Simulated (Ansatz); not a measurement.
Two G0W0 runs on SiO2 (I-42d).

```
Si O
1.0
    -2.37405    2.37405    3.74400
     2.37405   -2.37405    3.74400
     2.37405    2.37405   -3.74400
Si O
2 4
Direct
  0.00000 0.00000 0.00000
  0.75000 0.25000 0.50000
  0.99838 0.62500 0.87338
  0.37500 0.24838 0.37338
  0.75162 0.12500 0.12662
  0.87500 0.00162 0.62662
```

The cell and positions come from the Crystallography Open Database and are kept as given unless a step says otherwise.

The first (Ansatz 0.2.0; start LDA, 6×6×6 mesh, 310 empty bands, screening to 138 eV, PAW set soft_1 files; 1 × NVIDIA H100 80GB HBM3 (shared by 6 runs) with 3 threads of AMD EPYC 7R13 (Zen 3), shared host) gave, on its mesh: starting gap 5.82 eV, G0W0 gap 9.01 eV, RPA ε∞ (mean) 2.26, 90 s.

Question: The second changes start from LDA to r2SCAN. What does it give?

It gave: starting gap 6.70 eV, G0W0 gap 9.40 eV, RPA ε∞ (mean) 2.09, 2 min. The G0W0 gap moves by +0.39 eV, +0.88 eV from the start and −0.49 eV from the correction. Σc changes by −0.23 eV at the valence top and +0.22 eV at the conduction bottom, and Σx − Vxc between them by −0.94 eV.

Limits: not at the basis limit.

[Paths, hosts, dates, memory and timing lines, banners, echoed tables and standing remarks are left out of the program output.]

[Logs are printed without paths, hosts, clocks, repeated set-up lines and the standing remarks that a program may print on its own settings, such as how far it seeks lower states.]

[Runs of the session that timed out or met a known fault of the program may be left out.]

[Cells called generated may have been cut or substituted from an entry of the Crystallography Open Database or the Materials Project.]

[Hosts, paths, dates, database ids (printed as entryN), source tags and the programs' standing remarks are cut or masked in the printed files.]
